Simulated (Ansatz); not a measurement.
Planning a run of Ansatz 0.2.0 on LiNbO3 (R3c). The input:

```yaml
crystal:
  lattice:
    - [2.5758, 1.4871388234, 4.623]
    - [-2.5758, 1.4871388234, 4.623]
    - [0.0, -2.9742776468, 4.623]
  atoms:
    - { symbol: Li, position: [0.2815, 0.2815, 0.2815] }
    - { symbol: Li, position: [0.7815, 0.7815, 0.7815] }
    - { symbol: Nb, position: [5.5e-05, 5.5e-05, 5.5e-05] }
    - { symbol: Nb, position: [0.500055, 0.500055, 0.500055] }
    - { symbol: O, position: [0.11231, 0.35836, 0.71959] }
    - { symbol: O, position: [0.71959, 0.11231, 0.35836] }
    - { symbol: O, position: [0.35836, 0.71959, 0.11231] }
    - { symbol: O, position: [0.21959, 0.85836, 0.61231] }
    - { symbol: O, position: [0.85836, 0.61231, 0.21959] }
    - { symbol: O, position: [0.61231, 0.21959, 0.85836] }
kpoints:
  mp_grid: { grid: [4, 4, 4] }
hamiltonian:
  xc: pbe
  pseudopotentials: { kind: paw, source: ansatz }
scf:
  occupations: { method: fixed }
gw:
  n_empty_bands: 1070
  ecut_chi: 270.0
  qp_bands: [v3, c3]
  qp_kpoints: band_edges
  screening: { model: contour_deformation }
```

```sh
ansatz run input.yaml --threads 4 --pin off --max-ram 138240MiB --backend cuda --events-out ev --progress --plain --runs-dir out --devices 1 --max-vram 26GiB
```

Question: How long will it take on 1 × NVIDIA H100 80GB HBM3 (shared by 3 runs) with 4 threads of AMD EPYC 7R13 (Zen 3), shared host, and how much memory?

It took 1.9 min; on shared hardware allow 56 s to 3.7 min. Peak host memory was 5.3 GiB. The sizes that set the cost: 6833 plane waves a state, 13 irreducible k points, 1104 bands summed, 1045 plane waves in the screening and 9 SCF cycles.

The screening grows as filled bands × empty bands × pairs of k points, times the square of the screening basis for the matrix.

[Paths, hosts, dates, memory and timing lines, banners, echoed tables and standing remarks are left out of the program output.]

[Logs are printed without paths, hosts, clocks, repeated set-up lines and the standing remarks that a program may print on its own settings, such as how far it seeks lower states.]

[Runs of the session that timed out or met a known fault of the program may be left out.]

[Cells called generated may have been cut or substituted from an entry of the Crystallography Open Database or the Materials Project.]

[Hosts, paths, dates, database ids (printed as entryN), source tags and the programs' standing remarks are cut or masked in the printed files.]
